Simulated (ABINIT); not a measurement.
## LiH (Fm-3m): G0W0 in ABINIT against the wavefunction cutoff in GW

Aim: move the wavefunction cutoff in GW of a G0W0 run on LiH (Fm-3m) over a wide range.

Program: ABINIT 10.8.3. Level of theory: PBE and many-body steps on it, plane waves. Results are calculated unless marked as measured.

The database entry behind the starting cell differs from later determinations by our own check (the deuteride, about 0.2 % short), so it need not match the best structure at ambient conditions.

## 1. The starting structure

It takes space group Fm-3m (No. 225, cubic). The conventional cell has a = 4.074 Å, b = 4.074 Å, c = 4.074 Å, α = 90.00°, β = 90.00°, γ = 90.00°. Nearest to Li lie 6 H at 2.04 Å. H has 6 Li at 2.04 Å nearest. Farther neighbours are not listed.

Structure file:

```cif
data_structure
_symmetry_space_group_name_H-M 'P 1'
_symmetry_Int_Tables_number 1
_cell_length_a 2.8804
_cell_length_b 2.8804
_cell_length_c 2.8804
_cell_angle_alpha 60.000
_cell_angle_beta 60.000
_cell_angle_gamma 60.000
_cell_volume 16.90
loop_
_atom_site_label
_atom_site_type_symbol
_atom_site_fract_x
_atom_site_fract_y
_atom_site_fract_z
_atom_site_occupancy
Li1 Li 0.00000 0.00000 0.00000 1
H2 H 0.50000 0.50000 0.50000 1
```

The cell and positions come from the Crystallography Open Database and are kept as given unless a step says otherwise.

## 2. Screening, 8×8×8 mesh, 79 bands, screening to 261.2 eV

This step: ABINIT 10.8.3; RPA screening on PBE, plane waves, norm-conserving pseudopotentials.

The RPA dielectric matrix is built and inverted for each q.

Contents of run.abi:

```
acell 3*1.0 Angstrom
rprim 
  -0.000000000000 2.036750000000 2.036750000000
  2.036750000000 -0.000000000000 2.036750000000
  2.036750000000 2.036750000000 -0.000000000000
ntypat 2
znucl 3 1
natom 2
typat 1 2
xred 
  0.000000000000 0.000000000000 0.000000000000
  0.500000000000 0.500000000000 0.500000000000
pp_dirpath "pseudos"
pseudos "Li.upf, H.upf"
ecut 33
ngkpt 8 8 8
nshiftk 1
shiftk 0 0 0
kptopt 1
chksymbreak 0
istwfk *1
occopt 1
irdwfk 1
optdriver 3
nband 79
ecuteps 9.6
inclvkb 2
awtr 1
symchi 1
ecutwfn 9.9
indata_prefix "in"
outdata_prefix "out"
tmpdata_prefix "tmp"
```

Launch:

```console
> OMP_NUM_THREADS=1 mpirun -n 4 abinit run.abi > log
```

What it wrote:

```text
.Version 10.8.3 of ABINIT. v10.8.2 released Aug 2026.

 Symmetries : space group Fm -3 m (#225); Bravais cF (face-center cubic)
[... echo of the input left out ...]
== DATASET  1 ==================================================================
-   mpi_nproc: 4, omp_nthreads: 1 (-1 if OMP is not activated)

--- !DatasetInfo
iteration_state: {dtset: 1, }
dimensions: {natom: 2, nkpt: 29, mband: 79, nsppol: 1, nspinor: 1, nspden: 1, mpw: 176, }
cutoff_energies: {ecut:   9.9, pawecutdg:  -1.0, }
electrons: {nelect:   4.00000000E+00, charge:   0.00000000E+00, occopt:   1.00000000E+00, tsmear:   1.00000000E-02, }

 SCREENING: Calculation of the susceptibility and dielectric matrices

 Based on a program developped by R.W. Godby, V. Olevano, G. Onida, and L. Reining.
 Incorporated in ABINIT by V. Olevano, G.-M. Rignanese, and M. Torrent.
.Using double precision arithmetic ; gwpc =  8

[... cell and pseudopotentials left out ...]
--------------------------------------------------------------------------------

 ==== K-mesh for the wavefunctions ====
 Number of points in the irreducible wedge :    29
[... list of points left out ...]
 Together with 48 symmetry operations and time-reversal symmetry
 yields   512 points in the full Brillouin Zone.

 ==== Q-mesh for the screening function ====
 Number of points in the irreducible wedge :    29
[... list of points left out ...]
 Together with 48 symmetry operations and time-reversal symmetry
 yields   512 points in the full Brillouin Zone.

 setmesh: FFT mesh size selected  =    15x   15x   15
          total number of points  =         3375

 vcoul_init : cutoff-mode = AUXILIARY_FUNCTION
 q-points for optical limit:   1
     1)      0.000010    0.000020    0.000030

- screening: taking advantage of time-reversal symmetry
- Maximum band index for partially occupied states nbvw = 2
- Remaining bands to be divided among processors   nbcw = 77
- Number of bands treated by each node ~19

 Number of electrons calculated from density =    3.9501; Expected =    4.0000
 average of density, n =  0.034640
 r_s =    1.9030
 omega_plasma =   17.9532 [eV]

 calculating chi0 at frequencies [eV] :
  1    0.000000E+00    0.000000E+00
  2    0.000000E+00    1.795320E+01

--------------------------------------------------------------------------------
  q-point number  1        q = ( 0.000000, 0.000000, 0.000000) [r.l.u.]
--------------------------------------------------------------------------------
[... chi0 elements left out ...]
 For q-point:  0.000010 0.000020 0.000030
  dielectric constant =   4.0039
  dielectric constant without local fields =   4.3987

  Average fulfillment of the sum rule on Im[epsilon] for q-point    1 :     89.81  [%]
[... wings left out ...]
  q-point number  2        q = ( 0.125000, 0.000000, 0.000000) [r.l.u.]
--------------------------------------------------------------------------------
[... chi0 elements left out ...]
  Average fulfillment of the sum rule on Im[epsilon] for q-point    2 :    133.00  [%]

 [... 27 further q-points ...]
```

Run time: 21 s. Hardware: 4 MPI ranks of AMD EPYC 7R43, shared host; peak memory 0.49 GiB.

Numbers from this step:

```yaml
eps_infinity_with_local_fields_on_this_mesh_along_the_program_s_q_direction: 4.004
the_same_without_local_fields: 4.399
plasma_frequency: 17.95 eV
plane_waves_in_the_screening_matrix: 169
```

Local fields lower ε∞ by 9 %.

## 3. 9.9 Ha

This step: G0W0 on PBE, plane waves, norm-conserving pseudopotentials.

run.abi, as its differences from that of step 2:

```diff
@@ -23,8 +23,17 @@
 irdwfk 1
-optdriver 3
+optdriver 4
 nband 79
+gwcalctyp 0
+ecutsigx 9.9
+symsigma 1
+nkptgw 2
+kptgw 
+  0.5000000000 0.5000000000 0.0000000000
+  0.0000000000 0.0000000000 0.0000000000
+bdgw 
+  1 5
+  1 6
 ecuteps 9.6
-inclvkb 2
-awtr 1
-symchi 1
+irdscr 1
+ppmodel 1
 ecutwfn 9.9
```

What it wrote:

```text
.Version 10.8.3 of ABINIT. v10.8.2 released Aug 2026.

 Symmetries : space group Fm -3 m (#225); Bravais cF (face-center cubic)
[... echo of the input left out ...]
== DATASET  1 ==================================================================
-   mpi_nproc: 4, omp_nthreads: 1 (-1 if OMP is not activated)

--- !DatasetInfo
iteration_state: {dtset: 1, }
dimensions: {natom: 2, nkpt: 29, mband: 79, nsppol: 1, nspinor: 1, nspden: 1, mpw: 176, }
cutoff_energies: {ecut:   9.9, pawecutdg:  -1.0, }
electrons: {nelect:   4.00000000E+00, charge:   0.00000000E+00, occopt:   1.00000000E+00, tsmear:   1.00000000E-02, }

 SIGMA: Calculation of the GW corrections

 Based on a program developped by R.W. Godby, V. Olevano, G. Onida, and L. Reining.
 Incorporated in ABINIT by V. Olevano, G.-M. Rignanese, and M. Torrent.
.Using double precision arithmetic ; gwpc =  8

[... cell and pseudopotentials left out ...]
--------------------------------------------------------------------------------

 ==== K-mesh for the wavefunctions ====
 Number of points in the irreducible wedge :    29
[... list of points left out ...]
 Together with 48 symmetry operations and time-reversal symmetry
 yields   512 points in the full Brillouin Zone.

 ==== Q-mesh for screening function ====
 Number of points in the irreducible wedge :    29
[... list of points left out ...]
 Together with 48 symmetry operations and time-reversal symmetry
 yields   512 points in the full Brillouin Zone.

 vcoul_init : cutoff-mode = AUXILIARY_FUNCTION
 q-points for optical limit:   1
     1)      0.000010    0.000020    0.000030
 setmesh: FFT mesh size selected  =    15x   15x   15
          total number of points  =         3375

 Number of electrons calculated from density =    3.9501; Expected =    4.0000
 average of density, n =  0.034640
 r_s =    1.9030
 omega_plasma =   17.9532 [eV]

 === KS Band Gaps ===
  >>>> For spin  1
   Minimum direct gap =   3.0221 [eV], located at k-point      :   0.5000  0.5000  0.0000
   Fundamental gap    =   3.0221 [eV], Top of valence bands at :   0.5000  0.5000  0.0000
                                       Bottom of conduction at :   0.5000  0.5000  0.0000
 SIGMA fundamental parameters:
 PLASMON POLE MODEL  1
 number of plane-waves for SigmaX                  169
 number of plane-waves for SigmaC and W            169
 number of plane-waves for wavefunctions           169
 number of bands                                    79
 number of independent spin polarizations            1
 number of spinorial components                      1
 number of k-points in IBZ                          29
 number of q-points in IBZ                          29
 number of symmetry operations                      48
 number of k-points in BZ                          512
 number of q-points in BZ                          512
 number of frequencies for dSigma/dE                 9
 frequency step for dSigma/dE [eV]                0.25
 number of omega for Sigma on real axis              0
 max omega for Sigma on real axis  [eV]           0.00
 zcut for avoiding poles [eV]                     0.10

 EPSILON^-1 parameters (SCR file):
 dimension of the eps^-1 matrix on file            169
 dimension of the eps^-1 matrix used               169
 number of plane-waves for wavefunctions           169
 number of bands                                    79
 number of q-points in IBZ                          29
 number of frequencies                               2
 number of real frequencies                          1
 number of imag frequencies                          1

 matrix elements of self-energy operator (all in [eV])

 Perturbative Calculation

--- !SelfEnergy_ee
iteration_state: {dtset: 1, }
kpoint     : [   0.500,    0.500,    0.000, ]
spin       : 1
KS_gap     :    3.022
QP_gap     :    5.006
Delta_QP_KS:    1.984
data: !SigmaeeData |
     Band     E0 <VxcDFT>   SigX SigC(E0)      Z dSigC/dE  Sig(E)    E-E0       E
        1 -44.599 -23.025 -34.352   4.532   0.791  -0.265 -28.397  -5.372 -49.971
        2  -0.348 -11.233 -14.443   1.440   0.773  -0.294 -12.601  -1.368  -1.716
        3   2.674  -7.745  -3.707  -3.279   0.812  -0.232  -7.129   0.616   3.290
        4  10.239  -8.346  -2.656  -4.492   0.780  -0.282  -7.411   0.935  11.174
        5  10.239  -8.346  -2.656  -4.492   0.780  -0.282  -7.411   0.935  11.174

--- !SelfEnergy_ee
iteration_state: {dtset: 1, }
kpoint     : [   0.000,    0.000,    0.000, ]
spin       : 1
KS_gap     :   20.729
QP_gap     :   22.864
Delta_QP_KS:    2.135
data: !SigmaeeData |
     Band     E0 <VxcDFT>   SigX SigC(E0)      Z dSigC/dE  Sig(E)    E-E0       E
        1 -44.649 -22.968 -34.391   4.559   0.796  -0.256 -28.434  -5.466 -50.115
        2  -5.602  -9.718 -15.323   3.378   0.714  -0.400 -11.308  -1.591  -7.193
        3  15.128 -11.418  -4.350  -6.244   0.660  -0.515 -10.874   0.544  15.672
        4  17.057  -9.111  -2.413  -5.310   0.708  -0.413  -8.129   0.983  18.040
        5  17.057  -9.111  -2.413  -5.310   0.708  -0.413  -8.129   0.983  18.040
        6  17.057  -9.111  -2.413  -5.310   0.708  -0.413  -8.129   0.983  18.040

== END DATASET(S) ==============================================================
================================================================================

 -outvars: echo values of variables after computation  --------
           etotal      0.0000000000E+00
            nband          79
             nkpt          29
          spgroup         225
 [... the other variables as echoed above ...]

 Calculation completed.
```

Run time: 14 s. Hardware: 4 MPI ranks; peak memory 0.63 GiB.

This step gave:

| Property | Result |
| --- | --- |
| G0W0 gap on the points computed | 5.006 eV |
| starting gap on the mesh | 3.022 eV |
| k of the valence top | 0.5, 0.5, 0 |
| k of the conduction bottom | 0.5, 0.5, 0 |
| Z at the valence top | 0.773 |
| Z at the conduction bottom | 0.812 |
| least direct G0W0 gap on the computed points | 5.006 eV |

## 4. Screening, 8×8×8 mesh, 79 bands, screening to 261.2 eV

This step: RPA screening on PBE, plane waves, norm-conserving pseudopotentials.

run.abi, as its differences from that of step 3:

```diff
@@ -23,18 +23,9 @@
 irdwfk 1
-optdriver 4
+optdriver 3
 nband 79
-gwcalctyp 0
-ecutsigx 9.9
-symsigma 1
-nkptgw 2
-kptgw 
-  0.5000000000 0.5000000000 0.0000000000
-  0.0000000000 0.0000000000 0.0000000000
-bdgw 
-  1 5
-  1 6
 ecuteps 9.6
-irdscr 1
-ppmodel 1
-ecutwfn 9.9
+inclvkb 2
+awtr 1
+symchi 1
+ecutwfn 16.5
 indata_prefix "in"
```

What it wrote:

```text
.Version 10.8.3 of ABINIT. v10.8.2 released Aug 2026.

 Symmetries : space group Fm -3 m (#225); Bravais cF (face-center cubic)
[... echo of the input left out ...]
== DATASET  1 ==================================================================
-   mpi_nproc: 4, omp_nthreads: 1 (-1 if OMP is not activated)

--- !DatasetInfo
iteration_state: {dtset: 1, }
dimensions: {natom: 2, nkpt: 29, mband: 79, nsppol: 1, nspinor: 1, nspden: 1, mpw: 380, }
cutoff_energies: {ecut:  16.5, pawecutdg:  -1.0, }
electrons: {nelect:   4.00000000E+00, charge:   0.00000000E+00, occopt:   1.00000000E+00, tsmear:   1.00000000E-02, }

 SCREENING: Calculation of the susceptibility and dielectric matrices

 Based on a program developped by R.W. Godby, V. Olevano, G. Onida, and L. Reining.
 Incorporated in ABINIT by V. Olevano, G.-M. Rignanese, and M. Torrent.
.Using double precision arithmetic ; gwpc =  8

[... cell and pseudopotentials left out ...]
--------------------------------------------------------------------------------

 ==== K-mesh for the wavefunctions ====
 Number of points in the irreducible wedge :    29
[... list of points left out ...]
 Together with 48 symmetry operations and time-reversal symmetry
 yields   512 points in the full Brillouin Zone.

 ==== Q-mesh for the screening function ====
 Number of points in the irreducible wedge :    29
[... list of points left out ...]
 Together with 48 symmetry operations and time-reversal symmetry
 yields   512 points in the full Brillouin Zone.

 setmesh: FFT mesh size selected  =    18x   18x   18
          total number of points  =         5832

 vcoul_init : cutoff-mode = AUXILIARY_FUNCTION
 q-points for optical limit:   1
     1)      0.000010    0.000020    0.000030

- screening: taking advantage of time-reversal symmetry
- Maximum band index for partially occupied states nbvw = 2
- Remaining bands to be divided among processors   nbcw = 77
- Number of bands treated by each node ~19

 Number of electrons calculated from density =    3.9946; Expected =    4.0000
 average of density, n =  0.035029
 r_s =    1.8960
 omega_plasma =   18.0539 [eV]

 calculating chi0 at frequencies [eV] :
  1    0.000000E+00    0.000000E+00
  2    0.000000E+00    1.805386E+01

--------------------------------------------------------------------------------
  q-point number  1        q = ( 0.000000, 0.000000, 0.000000) [r.l.u.]
--------------------------------------------------------------------------------
[... chi0 elements left out ...]
 For q-point:  0.000010 0.000020 0.000030
  dielectric constant =   4.0076
  dielectric constant without local fields =   4.4029

  Average fulfillment of the sum rule on Im[epsilon] for q-point    1 :     89.41  [%]
[... wings left out ...]
  q-point number  2        q = ( 0.125000, 0.000000, 0.000000) [r.l.u.]
--------------------------------------------------------------------------------
[... chi0 elements left out ...]
  Average fulfillment of the sum rule on Im[epsilon] for q-point    2 :     98.53  [%]

 [... 27 further q-points ...]
```

Run time: 36 s. Hardware: 4 MPI ranks; peak memory 0.62 GiB.

Numbers from this step:

* ε∞ with local fields, on this mesh, along the program's q direction: 4.008
* the same without local fields: 4.403
* plasma frequency: 18.05 eV
* plane waves in the screening matrix: 169

## 5. 16.5 Ha

The self-energy is evaluated for the states that the input lists, and the levels follow from it, in one-shot runs by the linearised quasiparticle equation.

This step: G0W0 on PBE, plane waves, norm-conserving pseudopotentials.

run.abi, as its differences from that of step 4:

```diff
@@ -23,8 +23,17 @@
 irdwfk 1
-optdriver 3
+optdriver 4
 nband 79
+gwcalctyp 0
+ecutsigx 16.5
+symsigma 1
+nkptgw 2
+kptgw 
+  0.5000000000 0.5000000000 0.0000000000
+  0.0000000000 0.0000000000 0.0000000000
+bdgw 
+  1 5
+  1 6
 ecuteps 9.6
-inclvkb 2
-awtr 1
-symchi 1
+irdscr 1
+ppmodel 1
 ecutwfn 16.5
```

What it wrote:

```text
.Version 10.8.3 of ABINIT. v10.8.2 released Aug 2026.

 Symmetries : space group Fm -3 m (#225); Bravais cF (face-center cubic)
[... echo of the input left out ...]
== DATASET  1 ==================================================================
-   mpi_nproc: 4, omp_nthreads: 1 (-1 if OMP is not activated)

--- !DatasetInfo
iteration_state: {dtset: 1, }
dimensions: {natom: 2, nkpt: 29, mband: 79, nsppol: 1, nspinor: 1, nspden: 1, mpw: 380, }
cutoff_energies: {ecut:  16.5, pawecutdg:  -1.0, }
electrons: {nelect:   4.00000000E+00, charge:   0.00000000E+00, occopt:   1.00000000E+00, tsmear:   1.00000000E-02, }

 SIGMA: Calculation of the GW corrections

 Based on a program developped by R.W. Godby, V. Olevano, G. Onida, and L. Reining.
 Incorporated in ABINIT by V. Olevano, G.-M. Rignanese, and M. Torrent.
.Using double precision arithmetic ; gwpc =  8

[... cell and pseudopotentials left out ...]
--------------------------------------------------------------------------------

 ==== K-mesh for the wavefunctions ====
 Number of points in the irreducible wedge :    29
[... list of points left out ...]
 Together with 48 symmetry operations and time-reversal symmetry
 yields   512 points in the full Brillouin Zone.

 ==== Q-mesh for screening function ====
 Number of points in the irreducible wedge :    29
[... list of points left out ...]
 Together with 48 symmetry operations and time-reversal symmetry
 yields   512 points in the full Brillouin Zone.

 vcoul_init : cutoff-mode = AUXILIARY_FUNCTION
 q-points for optical limit:   1
     1)      0.000010    0.000020    0.000030
 setmesh: FFT mesh size selected  =    20x   20x   20
          total number of points  =         8000

 Number of electrons calculated from density =    3.9946; Expected =    4.0000
[...]
number of omega for Sigma on real axis              0
 max omega for Sigma on real axis  [eV]           0.00
 zcut for avoiding poles [eV]                     0.10

 EPSILON^-1 parameters (SCR file):
 dimension of the eps^-1 matrix on file            169
 dimension of the eps^-1 matrix used               169
 number of plane-waves for wavefunctions           339
 number of bands                                    79
 number of q-points in IBZ                          29
 number of frequencies                               2
 number of real frequencies                          1
 number of imag frequencies                          1

 matrix elements of self-energy operator (all in [eV])

 Perturbative Calculation

--- !SelfEnergy_ee
iteration_state: {dtset: 1, }
kpoint     : [   0.500,    0.500,    0.000, ]
spin       : 1
KS_gap     :    3.022
QP_gap     :    4.977
Delta_QP_KS:    1.955
data: !SigmaeeData |
     Band     E0 <VxcDFT>   SigX SigC(E0)      Z dSigC/dE  Sig(E)    E-E0       E
        1 -44.599 -25.218 -38.722   5.328   0.773  -0.294 -31.537  -6.318 -50.917
        2  -0.348 -11.297 -14.530   1.429   0.772  -0.295 -12.689  -1.392  -1.740
        3   2.674  -7.687  -3.709  -3.285   0.812  -0.232  -7.125   0.562   3.236
[...]
--- !SelfEnergy_ee
iteration_state: {dtset: 1, }
kpoint     : [   0.000,    0.000,    0.000, ]
spin       : 1
KS_gap     :   20.729
QP_gap     :   22.889
Delta_QP_KS:    2.159
data: !SigmaeeData |
     Band     E0 <VxcDFT>   SigX SigC(E0)      Z dSigC/dE  Sig(E)    E-E0       E
[...]
5  17.057  -9.034  -2.427  -5.387   0.719  -0.391  -8.158   0.877  17.933
        6  17.057  -9.034  -2.427  -5.387   0.719  -0.391  -8.158   0.877  17.933

== END DATASET(S) ==============================================================
================================================================================

 -outvars: echo values of variables after computation  --------
           etotal      0.0000000000E+00
            nband          79
             nkpt          29
          spgroup         225
 [... the other variables as echoed above ...]

 Calculation completed.
```

Wall time 15 s (4 MPI ranks); peak memory 0.77 GiB; 57 s of CPU time.

Numbers from this step:

```
G0W0 gap on the points computed              : 4.976 eV
starting gap on the mesh                     : 3.022 eV
k of the valence top                         : 0.5, 0.5, 0
k of the conduction bottom                   : 0.5, 0.5, 0
Z at the valence top                         : 0.772
Z at the conduction bottom                   : 0.812
least direct G0W0 gap on the computed points : 4.976 eV
```

The gap on the mesh goes from 3.02 eV to 4.98 eV, a correction of +1.95 eV.

(Part 1 of 2 ends here.)

[Paths, hosts, dates, memory and timing lines, banners, echoed tables and standing remarks are left out of the program output.]

[Logs are printed without paths, hosts, clocks, repeated set-up lines and the standing remarks that a program may print on its own settings, such as how far it seeks lower states.]

[Runs of the session that timed out or met a known fault of the program may be left out.]

[No measured gap is set beside runs whose start may be inverted or whose files or cutoffs have a known fault.]

[Hosts, paths, dates, database ids (printed as entryN), source tags and the programs' standing remarks are cut or masked in the printed files.]

[G0W0 gaps are taken among the corrected bands and points alone; a level outside them can change the order at an edge.]

[Where Ansatz stands beside ABINIT at settings called matched, ABINIT's density can come from a denser mesh and the files from another edition; pairs whose starting gaps differed by over 0.03 eV were left out, so agreement reads better than it is.]
